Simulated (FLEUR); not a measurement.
Computed results, one entry a study.

## Collinear magnetic orders of Eu with FLEUR

It takes space group Im-3m (No. 229, cubic). Conventional cell: a = 4.606 Å, b = 4.606 Å, c = 4.606 Å, α = 90.00°, β = 90.00°, γ = 90.00°. Nearest to Eu lie 8 Eu at 3.99 Å.

```xyz
1
Lattice="-2.3030 2.3030 2.3030 2.3030 -2.3030 2.3030 2.3030 2.3030 -2.3030" Properties=species:S:1:pos:R:3 pbc="T T T"
Eu    0.0000    0.0000    0.0000
```

```yaml
method: LDA (VWN) with U = 3.6 eV on Eu f; all-electron FLAPW, Dirac cores, scalar-relativistic bands
program: FLEUR MaX-R8.1
settings_of_one_run: kmax 3.6 1/bohr, gmax 10.8 1/bohr, muffin tin radii Eu: 2.8 bohr, lmax Eu: [10, 8], hist occupations, smearing width 0.03 eV, mixer Anderson, mixing 0.05, max iterations 130, stop 0.0001 me/bohr³, collinear spin, 8×8×8 k-mesh, double counting FLL, mesh matched on, seeded occupations whole cubic f orbitals, Hund's first rule, starting moments 7 μB
cost: 3 runs, 6.4 min in all on 4 MPI ranks of Intel Xeon at 2.50GHz (Skylake/Cascade Lake), shared host (the runs of this entry)
notes: The database entry behind the starting cell differs from later determinations by our own check (about 0.5 % long). The run is spin-polarised, with a total moment of 7.25 μB a cell. Only 3 starts were tried; other patterns of signs, canted and longer-period orders were not.
lowest_state_found: ferromagnetic (initial ferro +)
largest_site_spin_moment: 6.99 μB
next_finished_state: antiferromagnetic, 5.86 meV a seeded atom higher
```

The lowest state found is ferromagnetic, reached from the start ferro +, with moments up to 6.99 μB. The next finished state costs 5.9 meV a seeded atom.

[Logs and program files are shortened in this print: banners, set-up blocks, solver, clock and traceback lines can be left out without a mark of their own.]

[Logs are printed without paths, hosts, clocks, repeated set-up lines and the standing remarks that a program may print on its own settings, such as how far it seeks lower states.]

[Hosts, paths, dates, database ids (printed as entryN), source tags and the programs' standing remarks are cut or masked in the printed files.]

[Where a cell is said to come from a database of computed structures, the database is the Materials Project.]
